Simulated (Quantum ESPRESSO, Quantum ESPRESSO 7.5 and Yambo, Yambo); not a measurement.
## Te2Mo (P6_3/mmc): G0W0 with Yambo, start to end

Aim: the G0W0 gap of Te2Mo (P6_3/mmc) on PBE, step by step.

Main program and level: Quantum ESPRESSO 7.5 and Yambo 5.3.0; PBE and many-body steps on it, plane waves.

**What was measured.**

- Gap 0.83 ± 0.05 eV: smallest (indirect) gap from electron and hole threshold voltage difference; ionic-liquid gated field-effect transistor; 270 K; film (exfoliated flakes 20-40 nm thick on SiO2/Si) (“Surface transport and band gap structure of exfoliated 2H-MoTe2 crystals”, 2014, arxiv:1407.1219).

- Gap 1.06 eV: direct gap at K (A transition); photoreflectance; 295 K; bulk crystal (commercial Bridgman-grown bulk crystal) (“Photoacoustic and modulated reflectance studies of indirect and direct band gap in van der Waals crystals”, 2017, pmc:5684221).

- Gap 0.94 eV: indirect optical gap from PL (phonon-assisted emission peak); photoluminescence; 300 K; bulk crystal (thick exfoliated flake, about 50 layers or more) (“Direct versus indirect band gap emission and exciton-exciton annihilation in atomically thin molybdenum ditelluride (MoTe2)”, 2016, arxiv:1602.03071).

- Gap 0.88 ± 0.05 eV: indirect optical gap from extrapolated square root of absorption; phonon energy not resolved; optical transmission spectroscopy; 300 K; bulk crystal (exfoliated flakes 32 nm to 20 um thick, from chemical vapour transport crystal) (“Surface transport and band gap structure of exfoliated 2H-MoTe2 crystals”, 2014, arxiv:1407.1219).

- Gap 1.03 eV: direct optical gap (A exciton hot luminescence) from PL; photoluminescence; 300 K; bulk crystal (thick exfoliated flake, about 50 layers or more) (“Direct versus indirect band gap emission and exciton-exciton annihilation in atomically thin molybdenum ditelluride (MoTe2)”, 2016, arxiv:1602.03071).

This is a selection; 1 further report is not listed.

**1. The structure**

Symmetry: P6_3/mmc, No. 194, hexagonal system. Conventional cell: a = 3.518 Å, b = 3.518 Å, c = 13.974 Å, α = 90.00°, β = 90.00°, γ = 120.00°. Nearest to Te lie 3 Mo at 2.72 Å. Nearest to Mo lie 6 Te at 2.72 Å. Farther neighbours and most contacts between anions are not listed.

The cell and positions come from the Crystallography Open Database and are kept as given unless a step says otherwise. Spin-orbit coupling is left out unless a step names it.

**2. Ground state**

This step: Quantum ESPRESSO 7.5; DFT, PBE, plane waves, norm-conserving pseudopotentials.

The ground-state density comes first.

pw.in reads:

```
&control
  calculation = 'scf'
  prefix = 'x'
  outdir = 'o'
  pseudo_dir = 'pseudo'
/
&system
  ibrav = 0
  nat = 6
  ntyp = 2
  ecutwfc = 88.0
  nbnd = 69
  force_symmorphic = .true.
/
&electrons
  conv_thr = 1e-10
  electron_maxstep = 80
  mixing_beta = 0.5
/
ATOMIC_SPECIES
  Te 127.6 Te.upf
  Mo 95.95 Mo.upf
CELL_PARAMETERS angstrom
  3.5182000000 -0.0000000000 0.0000000000
  -1.7591000000 3.0468505756 0.0000000000
  0.0000000000 0.0000000000 13.9736000000
ATOMIC_POSITIONS crystal
  Te 0.3333333333 0.6666666667 0.6210000000
  Te 0.6666666667 0.3333333333 0.1210000000
  Te 0.3333333333 0.6666666667 0.8790000000
  Te 0.6666666667 0.3333333333 0.3790000000
  Mo 0.3333333333 0.6666666667 0.2500000000
  Mo 0.6666666667 0.3333333333 0.7500000000
K_POINTS automatic
  6 6 2 0 0 0
```

Run with:

```console
OMP_NUM_THREADS=1 mpirun -n 16 pw.x -nk 8 -in pw.in > pw.out
```

The log of the run:

```text
Program PWSCF v.7.5 starts

     This program is part of the open-source Quantum ESPRESSO suite
     for quantum simulation of materials; please cite
         "P. Giannozzi et al., J. Phys.:Condens. Matter 21 395502 (2009);
         "P. Giannozzi et al., J. Phys.:Condens. Matter 29 465901 (2017);
         "P. Giannozzi et al., J. Chem. Phys. 152 154105 (2020);
     in publications or presentations arising from this work. More details at
     Message from routine setup:
     using ibrav=0 with symmetry is DISCOURAGED, use correct ibrav instead

     bravais-lattice index     =            0
     lattice parameter (alat)  =       6.6484  a.u.
     unit-cell volume          =    1010.8264 (a.u.)^3
     number of atoms/cell      =            6
     number of atomic types    =            2
     number of electrons       =       124.00
     number of Kohn-Sham states=           69
     kinetic-energy cutoff     =      88.0000  Ry
     charge density cutoff     =     352.0000  Ry
     scf convergence threshold =      1.0E-10
     mixing beta               =       0.5000
     number of iterations used =            8  plain     mixing
     Exchange-correlation= PBE
                           (   1   4   3   4   0   0   0)

     celldm(1)=   6.648434  celldm(2)=   0.000000  celldm(3)=   0.000000
     celldm(4)=   0.000000  celldm(5)=   0.000000  celldm(6)=   0.000000

     crystal axes: (cart. coord. in units of alat)
               a(1) = (   1.000000  -0.000000   0.000000 )
               a(2) = (  -0.500000   0.866025   0.000000 )
               a(3) = (   0.000000   0.000000   3.971804 )

     reciprocal axes: (cart. coord. in units 2 pi/alat)
               b(1) = (  1.000000  0.577350 -0.000000 )
               b(2) = (  0.000000  1.154701 -0.000000 )
               b(3) = ( -0.000000 -0.000000  0.251775 )
     Pseudo is Norm-conserving + core correction, Zval = 24.0
     Generated using ONCVPSP code by D. R. Hamann
     Using radial grid of 1294 points,  8 beta functions with:
     Pseudo is Norm-conserving + core correction, Zval = 14.0
     Generated using ONCVPSP code by D. R. Hamann
     Using radial grid of 1640 points,  6 beta functions with:
     Te               24.00   127.60000     Te( 1.00)
     Mo               14.00    95.95000     Mo( 1.00)

     12 Sym. Ops., with inversion, found

   Cartesian axes

     site n.     atom                  positions (alat units)
         1        Te     tau(   1) = (  -0.0000000   0.5773503   2.4664901  )
         2        Te     tau(   2) = (   0.5000000   0.2886751   0.4805883  )
         3        Te     tau(   3) = (  -0.0000000   0.5773503   3.4912155  )
         4        Te     tau(   4) = (   0.5000000   0.2886751   1.5053136  )
         5        Mo     tau(   5) = (  -0.0000000   0.5773503   0.9929509  )
         6        Mo     tau(   6) = (   0.5000000   0.2886751   2.9788528  )

     number of k points=    14
                       cart. coord. in units 2pi/alat
        k(    1) = (   0.0000000   0.0000000   0.0000000), wk =   0.0277778
        k(    2) = (   0.0000000   0.0000000  -0.1258874), wk =   0.0277778
        k(    3) = (   0.0000000   0.1924501   0.0000000), wk =   0.1666667
        k(    4) = (   0.0000000   0.1924501  -0.1258874), wk =   0.1666667
        k(    5) = (   0.0000000   0.3849002   0.0000000), wk =   0.1666667
        k(    6) = (   0.0000000   0.3849002  -0.1258874), wk =   0.1666667
        k(    7) = (   0.0000000  -0.5773503   0.0000000), wk =   0.0833333
        k(    8) = (   0.0000000  -0.5773503  -0.1258874), wk =   0.0833333
        k(    9) = (   0.1666667   0.2886751   0.0000000), wk =   0.1666667
        k(   10) = (   0.1666667   0.2886751  -0.1258874), wk =   0.1666667
        k(   11) = (   0.1666667   0.4811252   0.0000000), wk =   0.3333333
        k(   12) = (   0.1666667   0.4811252  -0.1258874), wk =   0.3333333
        k(   13) = (   0.3333333   0.5773503   0.0000000), wk =   0.0555556
        k(   14) = (   0.3333333   0.5773503  -0.1258874), wk =   0.0555556

     Dense  grid:   112681 G-vectors     FFT dimensions: (  40,  40, 160)

     Initial potential from superposition of free atoms

     starting charge     123.9963, renormalised to     124.0000
     Starting wfcs are   72 randomized atomic wfcs

     per-process dynamical memory:    67.3 Mb

     Self-consistent Calculation

     iteration #  1     ecut=    88.00 Ry     beta= 0.50

     Threshold (ethr) on eigenvalues was too large:
     Diagonalizing with lowered threshold

     total energy              =   -2525.10335041 Ry
     estimated scf accuracy    <       0.33152084 Ry

     iteration #  2     ecut=    88.00 Ry     beta= 0.50

     total energy              =   -2525.05385952 Ry
     estimated scf accuracy    <       0.71255213 Ry

     iteration #  3     ecut=    88.00 Ry     beta= 0.50

     total energy              =   -2525.17739416 Ry
     estimated scf accuracy    <       0.22829999 Ry

     iteration #  4     ecut=    88.00 Ry     beta= 0.50

     total energy              =   -2525.19740336 Ry
     estimated scf accuracy    <       0.00470616 Ry

     iteration #  5     ecut=    88.00 Ry     beta= 0.50

     total energy              =   -2525.19877251 Ry
     estimated scf accuracy    <       0.00320685 Ry

     iteration #  6     ecut=    88.00 Ry     beta= 0.50

     total energy              =   -2525.19866807 Ry
     estimated scf accuracy    <       0.00188844 Ry

     iteration #  7     ecut=    88.00 Ry     beta= 0.50

     total energy              =   -2525.19876913 Ry
     estimated scf accuracy    <       0.00011625 Ry

     iteration #  8     ecut=    88.00 Ry     beta= 0.50

     total energy              =   -2525.19879283 Ry
     estimated scf accuracy    <       0.00000902 Ry

     iteration #  9     ecut=    88.00 Ry     beta= 0.50

     total energy              =   -2525.19879253 Ry
     estimated scf accuracy    <       0.00000526 Ry

     iteration # 10     ecut=    88.00 Ry     beta= 0.50

     total energy              =   -2525.19879318 Ry
     estimated scf accuracy    <       0.00000022 Ry

     iteration # 11     ecut=    88.00 Ry     beta= 0.50

     total energy              =   -2525.19879320 Ry
     estimated scf accuracy    <       0.00000004 Ry

     iteration # 12     ecut=    88.00 Ry     beta= 0.50

     total energy              =   -2525.19879321 Ry
     estimated scf accuracy    <          1.0E-09 Ry

     iteration # 13     ecut=    88.00 Ry     beta= 0.50

     total energy              =   -2525.19879321 Ry
     estimated scf accuracy    <          1.3E-10 Ry

     iteration # 14     ecut=    88.00 Ry     beta= 0.50

     End of self-consistent calculation

          k = 0.0000 0.0000 0.0000 ( 14059 PWs)   bands (ev):

  -145.4667-145.4667-145.4667-145.4667 -95.5147 -95.5147 -95.5147 -95.5147
   -95.5147 -95.5147 -95.5147 -95.5147 -95.4505 -95.4505 -95.4505 -95.4505
   -46.9270 -46.9270 -22.8215 -22.8215 -22.8206 -22.8206 -22.8094 -22.8094
   -22.8091 -22.8091 -22.7605 -22.7605 -22.7596 -22.7596 -22.7496 -22.7496
   -22.7488 -22.7488 -22.7415 -22.7399 -22.7320 -22.7315 -21.0948 -21.0948
   -20.9409 -20.9409 -20.9409 -20.9409   0.8620   1.1854   1.7148   2.2208
     8.0121   9.3123  10.7937  12.0752  12.0752  12.0908  12.0908  12.8518
    12.8535  12.8535  12.8889  12.8889  13.5761  13.9010  16.8067  16.8067
    16.9399  16.9399  17.0299  17.0299  17.2850

          k = 0.0000 0.0000-0.1259 ( 13986 PWs)   bands (ev):

  -145.4667-145.4667-145.4667-145.4667 -95.5147 -95.5147 -95.5147 -95.5147
   -95.5147 -95.5147 -95.5147 -95.5147 -95.4505 -95.4505 -95.4505 -95.4505
   -46.9270 -46.9270 -22.8207 -22.8207 -22.8207 -22.8207 -22.8090 -22.8090
   -22.8090 -22.8090 -22.7596 -22.7596 -22.7596 -22.7596 -22.7490 -22.7490
[...]
16.8444  16.8444  17.1859  17.1859  17.1859

          k = 0.0000 0.1925 0.0000 ( 14059 PWs)   bands (ev):

  -145.4667-145.4667-145.4667-145.4667 -95.5148 -95.5148 -95.5148 -95.5148
[...]
-22.8042 -22.8040 -22.7626 -22.7615 -22.7612 -22.7607 -22.7566 -22.7555
   -22.7503 -22.7492 -22.7390 -22.7378 -22.7296 -22.7287 -21.0773 -21.0772
   -20.9763 -20.9762 -20.9474 -20.9474   1.2470   1.5632   2.0000   2.4681
     8.4290   9.6947  10.5883  11.2458  11.3239  11.8123  12.3709  12.3917
    12.4119  12.4514  12.6743  12.9134  13.4567  13.6161  15.7065  15.9741
    16.0009  16.2431  16.2897  16.6245  16.9652

          k = 0.0000 0.1925-0.1259 ( 14044 PWs)   bands (ev):

     [... further k-points ...]

     highest occupied, lowest unoccupied level (ev):    13.9010   14.7296

!    total energy              =   -2525.19879321 Ry
     estimated scf accuracy    <          1.1E-11 Ry

     The total energy is the sum of the following terms:
     one-electron contribution =   -1694.77180859 Ry
     hartree contribution      =     821.62256795 Ry
     xc contribution           =    -330.82556400 Ry
     ewald contribution        =   -1321.22398857 Ry

     convergence has been achieved in  14 iterations

     XML data file, charge density, pseudopotentials, collected wavefunctions

=------------------------------------------------------------------------------=
   JOB DONE.
=------------------------------------------------------------------------------=
```

Run time: 27 s. Hardware: 16 MPI ranks of Arm Neoverse V2, shared host; peak memory 2 GiB; 7.1 min of CPU time.

Numbers from this step:

```yaml
total_energy: -34357.0799 eV
gap: 0.8285 eV
k_of_the_valence_top: 0, 0, 0
k_of_the_conduction_bottom: 0.1667, 0.1667, 0
least_direct_gap: 1.038 eV
```

The gap is indirect, with the least direct gap 0.21 eV higher.

[end of part 1 of 3]

[Paths, hosts, dates, memory and timing lines, banners, echoed tables and standing remarks are left out of the program output.]

[Logs are printed without paths, hosts, clocks, repeated set-up lines and the standing remarks that a program may print on its own settings, such as how far it seeks lower states.]

[Runs of the session that timed out or met a known fault of the program may be left out.]

[Hosts, paths, dates, database ids (printed as entryN), source tags and the programs' standing remarks are cut or masked in the printed files.]
